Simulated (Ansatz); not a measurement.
# ZrSeS monolayer, Janus under uniaxial strain along a, the zigzag direction, with the width clamped, part 2 of 2

Wanted: the shifts of the zone-centre modes of ZrSeS monolayer, Janus with strain.

Ansatz 0.2.0; DFT PBEsol, scalar-relativistic, plane waves, PAW; PAW set soft_1.

So far, highest optical mode at the zone centre (no LO-TO term) (cm⁻¹): step 6 (modes at rest) 319; step 8 (strain 5 %) 302.

## 9. Relaxation of a member: uniaxial strain of -3 % along a, the zigzag direction, with the width clamped

The cell takes a uniaxial strain of -3 % along a, the zigzag direction, with the width clamped. The cell is held, and the atoms relax in it.

input.yaml

```yaml
crystal:
  lattice:
    - [3.5747741265, 0.0, 0.0]
    - [-1.7873870632, 3.1915929962, 0.0]
    - [0.0, 0.0, 30.0]
  atoms:
    - { symbol: Zr, position: [0.0004093134, 0.0008186267, 0.334899931] }
    - { symbol: S, position: [0.3314772925, 0.6629545851, 0.3818485401] }
    - { symbol: Se, position: [0.6681133941, 0.3362267882, 0.2799181956] }
  periodic: [true, true, false]
kpoints:
  mp_grid: { grid: [12, 12, 1] }
hamiltonian:
  xc: pbesol
  pseudopotentials: { kind: paw, azcp: { folder: soft_1 }, xc_functional: pbe }
scf:
  occupations: { method: gaussian, width: 0.02 }
output:
  forces: true
  stress: true
  eigenvalues: true
relax:
  adjacent_minimum: "off"
  f_tol: 0.001
  max_steps: 60
```

On the command line:

```console
$ ansatz run input.yaml --threads 4 --pin off --max-ram 16384MiB --backend cpu --events-out ev --progress --plain --runs-dir out
```

It took 52 s on 4 threads of Arm Neoverse V1, shared host; peak memory 0.78 GiB; 3.4 min of CPU time.

Step by step:

```tsv
step	energy less that of the first step (eV)	largest force component (eV/Å)
1	0.0000	0.1028
2	0.0011	0.1915
3	-0.0011	0.0110
4	-0.0011	0.0049
5	-0.0011	0.0013
6	-0.0011	0.0000
```

Relaxation step 2 was tried and not accepted.

Forces are held to the 2 operations that the run works with; a distortion that breaks them can't arise in this run.

The atoms that moved most (Å):

```tsv
atom	dx	dy	dz	length
S2	0.000	-0.006	0.009	0.011
Se3	0.000	0.005	-0.008	0.010
```

The relaxed structure:

```xyz
3
Lattice="3.5748 0.0000 0.0000 -1.7874 3.1916 0.0000 0.0000 0.0000 30.0000" Properties=species:S:1:pos:R:3
Zr    0.0000    0.0039   10.0467
S     0.0000    2.1097   11.4642
Se    1.7874    1.0780    8.3891
```

This step gave:

| Property | Result |
| --- | --- |
| gap on the k-mesh | 0.2238 eV |
| area per atom | 3.803 Å² |

The largest force component left is 0.032 meV/Å.

## 10. Zone-centre modes of the member: uniaxial strain of -3 % along a, the zigzag direction, with the width clamped

The zone-centre modes follow for uniaxial strain of -3 % along a, the zigzag direction, with the width clamped.

input.yaml, the sections that differ from step 9:

```yaml
crystal:
  lattice:
    - [3.5747741265, 0.0, 0.0]
    - [-1.7873870632, 3.1915929962, 0.0]
    - [0.0, 0.0, 30.0]
  atoms:
    - { symbol: Zr, position: [0.0006044017, 0.0012088033, 0.3348899694] }
    - { symbol: S, position: [0.3305152359, 0.6610304717, 0.3821401885] }
    - { symbol: Se, position: [0.6688803625, 0.3377607249, 0.2796365088] }
  periodic: [true, true, false]
output:
  eigenvalues: true
phonons:
  method: dfpt
# kpoints, hamiltonian, scf: as in step 9
# relax: removed
```

Wall time 2 min (4 threads); peak memory 1.6 GiB; 7.6 min of CPU time.

This step gave:

| Item | Value |
| --- | --- |
| sum-rule residual before enforcement | 5.22e-5 eV/Å² |
| highest optical mode at the zone centre (no LO-TO term) | 330.1 cm⁻¹ |
| lowest optical zone-centre mode | 110.7 cm⁻¹ |

Without the LO-TO term. Patterns of degenerate modes are one choice out of their space. Modes at Γ, with each element's share of the kinetic energy:

```tsv
mode	frequency (cm⁻¹)	symmetry	Zr %	S %	Se %
1	0.0	acoustic	45	16	39
2	0.0	acoustic	45	16	39
3	0.0	acoustic	45	16	39
4	110.7	A''	49	0	51
5	114.9	A'	48	0	52
6	223.4	A''	6	84	10
7	225.0	A'	7	84	9
8	233.0	A'	21	19	60
9	330.1	A'	33	65	1
```

Displacements in mode 4 (110.7 cm⁻¹), the largest set to 1:
```
Zr1 -0.91  0.00  0.00
S2   0.12  0.00  0.00
Se3  1.00  0.00  0.00
```

Displacements in mode 6 (223.4 cm⁻¹), the largest set to 1:
```
Zr1 -0.16  0.00  0.00
S2   1.00  0.00  0.00
Se3 -0.22  0.00  0.00
```

The lowest optical mode is real, 111 cm⁻¹, and the highest lies at 330.1 cm⁻¹.

## 11. The series together

The members are set side by side, also those not shown above.

Energies are extrapolated to zero smearing, and E0 is that at rest; the cell is clamped and the atoms are relaxed. State of the crystal along the series:

```tsv
strain (%)	E - E0 (meV/atom)	gap on mesh (eV)
-3	8.452	0.2238
-2	3.685	0.3469
-1	0.9034	0.463
0	0	0.5727
1	0.8707	0.6039
2	3.416	0.6355
3	7.542	0.667
4	13.16	0.6988
5	20.18	0.7305
```

Optical modes are counted from below at rest and tracked from member to member by their patterns, and modes that stay within 0.3 cm⁻¹ of each other stand once; labels, where given, are those at rest, then, where named, those of the strained cell; the cell is clamped and the atoms are relaxed. Optical modes along the series:

```tsv
strain (%)	optical mode 1 E to A'' single part (cm⁻¹)	optical mode 2 E to A' single part (cm⁻¹)	optical mode 3 E to A'' single part (cm⁻¹)	optical mode 4 E to A' single part (cm⁻¹)	optical mode 5 A1 to A' (cm⁻¹)	optical mode 6 A1 to A' (cm⁻¹)
-3	110.7	114.9	223.4	225	233	330.1
-2	114.2	115.5	223.8	224.4	231.2	326.5
-1	116	116.2	223.7	223.7	229.4	323
0	116.6	116.6	223.1	223.1	227.6	319.4
1	116.2	116.9	222.1	222.4	225.8	315.9
2	114.9	117.2	220.9	221.7	224.1	312.5
3	112.9	117.2	219.3	220.8	222.5	309.1
4	110.2	117.1	217.5	219.6	221.2	305.7
5	106.7	116.8	215.5	218.1	220.2	302.4
```

Value and slope at zero strain of a cubic (a lower polynomial where under five rows exist) through the rows within 2 % of rest. Slopes at rest:

```tsv
mode	frequency (cm⁻¹)	shift per percent of strain (cm⁻¹)
optical mode 1 E to A'' single part	116.6	0.09
optical mode 2 E to A' single part	116.6	0.38
optical mode 3 E to A'' single part	223.1	-0.78
optical mode 4 E to A' single part	223.1	-0.62
optical mode 5 A1 to A'	227.6	-1.81
optical mode 6 A1 to A'	319.5	-3.53
```

## 12. Results

| Property | Result |
| --- | --- |
| members | 9 |
| highest optical mode at the zone centre (no LO-TO term), at rest | 319.4 cm⁻¹ |
| optical mode 3 E to A'' single part, shift per percent | -0.78 cm⁻¹ |
| optical mode 4 E to A' single part, shift per percent | -0.62 cm⁻¹ |
| optical mode 5 A1 to A', shift per percent | -1.81 cm⁻¹ |
| optical mode 6 A1 to A', shift per percent | -3.53 cm⁻¹ |

What this shows: The strain lowers the symmetry: the level at 223.1 cm⁻¹ splits, into 215.5 and 218.1 cm⁻¹ at +5 %. Within 2 % of rest optical mode 1 E to A'' single part, optical mode 2 E to A' single part and optical mode 3 E to A'' single part bend away from a straight line, so a single slope holds only near rest. The fastest shift in the table of slopes is -3.5 cm⁻¹ for each percent (optical mode 6 A1 to A'). The width is clamped, so the contraction across the strain that a free sheet shows is left out. These are harmonic frequencies at zero temperature: anharmonic shifts, linewidths and thermal expansion are left out. The starting cell was built on a prototype and not taken from a measurement. The PAW files were made for PBE; the program adapts parts of them to the functional of the run, but their partial waves stay those of PBE, an approximation that was not tested in this session. Only the zone centre was solved, so an instability at another wavevector cannot show here. In a sheet the LO-TO splitting vanishes at the zone centre, so no such term is missing here.

[Logs are printed without paths, hosts, clocks, repeated set-up lines and the standing remarks that a program may print on its own settings, such as how far it seeks lower states.]

[Hosts, paths, dates, database ids (printed as entryN), source tags and the programs' standing remarks are cut or masked in the printed files.]
